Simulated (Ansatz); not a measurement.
# Which site? a vacancy of Ta in random rock-salt (Ti, Nb, Ta, Hf)C solid solution (64 atoms): runs compared

Aim: make a vacancy of Ta at several sites of random rock-salt (Ti, Nb, Ta, Hf)C solid solution (64 atoms), relax each, and compare their energies.

Computed with Ansatz 0.2.0: Kohn-Sham DFT, PBE, PAW (set soft_1), plane waves.

**1. The cell as built**

The cell holds 64 atoms: 11 Nb, 32 C, 3 Ti, 9 Hf and 9 Ta. Its edges and angles: a = 8.990 Å, b = 8.990 Å, c = 8.990 Å, α = 90.0°, β = 90.0°, γ = 90.0°. It derives from TiC and HfC, TaC and NbC. Rock-salt lattice (a = 4.495 Å, the mean of the end members), 2 x 2 x 2 cells, metal sites filled at random with 3 Ti, 11 Nb, 9 Ta, 9 Hf; every coordinate displaced by a Gaussian of 0.05 Å.

Limits known from the start: No spin–orbit coupling is included, so levels derived from the heavy atoms are approximate.

**2. The reference run**

The reference is a single point at the end of the relaxation.

Every defect cell starts from the geometry of this run and is relaxed in the fixed cell.

Its input, with most atom lines left out:

```yaml
crystal:
  lattice:
    - [8.99, 0.0, 0.0]
    - [0.0, 8.99, 0.0]
    - [0.0, 0.0, 8.99]
  atoms:
    - { symbol: Nb, position: [0.99613, 0.01006, 0.99435] }
    - { symbol: C, position: [0.24772, 0.99962, 0.99587] }
    - { symbol: Ti, position: [0.00056, 0.25006, 0.25162] }
    - { symbol: C, position: [0.24607, 0.25054, 0.24842] }
    - { symbol: Hf, position: [0.24735, 0.00187, 0.24867] }
    - { symbol: C, position: [0.99979, 0.00029, 0.2502] }
    - { symbol: Ta, position: [0.23889, 0.25268, 0.00513] }
    [... atom lines 8 to 64 left out ...]
kpoints:
  mp_grid: { grid: [2, 2, 2] }
hamiltonian:
  xc: pbe
  pseudopotentials: { kind: paw, azcp: { folder: soft_1 } }
scf:
  occupations: { method: fermi_dirac, width: 0.05 }
output:
  forces: true
  stress: true
  populations: true
  dos:
    method: { smearing: { sigma: 0.1 } }
    de: 0.1
    projected: { site_lists: { C: [C], Hf: [Hf], Nb: [Nb], Ta: [Ta], Ti: [Ti] } }
  eigenvalues: true
  write_density: true
  write_potential: true
  volumetric_format: npy
```

```
free energy per atom   : -4633.5455 eV/atom
r.m.s. force component : 0.00916 eV/Å
pressure               : 4.872 GPa
```

40 levels are partly filled, by over 2 % (on the run's k-points): at this level the cell shows no clear gap.

**3. The runs**

Each row is one run, on 16 threads of Arm Neoverse V2, shared host. The free energy is the program's total, comparable only between runs with the same functional, potentials and atoms.

```
                                 run  atoms    outcome  ionic steps, all passes  free energy (eV)     time  host memory (GiB)
           Single point at the start     64  converged                        -       -296542.535     27 s                9.7
                          Relaxation     64  converged                       11       -296546.913  2.8 min                 10
Single point at the relaxed geometry     64  converged                        -       -296546.913     50 s                9.7
            Vacancy of Ta, site Ta13     63  converged                        9       -286608.987  3.5 min                9.9
            Vacancy of Ta, site Ta11     63  converged                        8       -286609.275  2.8 min                9.9
            Vacancy of Ta, site Ta51     63  converged                        8       -286608.243    3 min                9.9
             Vacancy of Ta, site Ta7     63  converged                        7       -286608.695  2.8 min                9.9
```

The surroundings of site Ta11, the cheapest one, after relaxation: 10 atoms, nearest first, with positions taken from that point. Atoms keep their numbers of the cell before the removal, where the removed atom was number 11.

```
atom      x      y      z  distance (Å)  bonds
 C14   0.01  -2.26  -0.01          2.26      5
 C44  -2.26   0.01   0.00          2.26      5
 C16  -0.02  -0.02  -2.27          2.27      5
 C12   2.29  -0.03   0.02          2.29      5
  C8   0.00   0.04   2.31          2.31      5
 C30  -0.04   2.32   0.03          2.32      5
Ta13   2.11  -2.19   0.03          3.04      6
Nb15   2.11   0.00  -2.19          3.04      6
Ta47  -2.15   0.00  -2.17          3.05      6
Nb45  -2.18  -2.15   0.04          3.07      6
```

The column of bonds counts only the pairs C-Nb within 2.81 Å, C-Hf within 2.94 Å, C-Ta within 2.88 Å, C-Ti within 2.76 Å; other neighbours, such as metal atoms beside each other in a compound, aren't counted, and periodic images can show an atom twice.

**4. The sites compared**

All these cells hold the same atoms, so their energies can be compared with no chemical potential.

```
site  neighbours  mean distance (Å)  atoms within 6 Å  energy over the best site (eV)  before relaxation (eV)  gain on relaxing (eV)
Ta11          C6               2.25                80                            0.00                    0.00                   0.53
Ta13          C6               2.22                80                            0.29                    0.70                   0.94
 Ta7          C6               2.24                80                            0.58                    0.77                   0.72
Ta51          C6               2.23                80                            1.03                    1.70                   1.20
```

Neighbours are those of the relaxed host within 2.88 Å (C-Ta); other pairs aren't counted.

**5. Outcome**

The cheapest site is Ta11 (6 neighbours, C6); the dearest, Ta51 (6 neighbours, C6), costs 1.0 eV more. Over 4 sites the energy shows no clear trend with the mean distance to neighbours. Sites with the same first shell differ by up to 1.03 eV, from their geometry, farther neighbours or both. Relaxation gains 0.53 to 1.2 eV and leaves the best site the same.

**Limits.** Defects are neutral and interact with their images. Only 4 of the 9 Ta sites were tried; unless symmetry makes the others alike to these, a cheaper one may exist. The change leaves an odd electron count, and these runs have no spin polarisation. The host structure and its lattice constant were typed by rule, without a check against the phase diagram. The pressure of 4.9 GPa shows the cell to be compressed for this functional.

The DFT runs together took 16 min of wall time.

[Logs are printed without paths, hosts, clocks, repeated set-up lines and the standing remarks that a program may print on its own settings, such as how far it seeks lower states.]

[Hosts, paths, dates, database ids (printed as entryN), source tags and the programs' standing remarks are cut or masked in the printed files.]
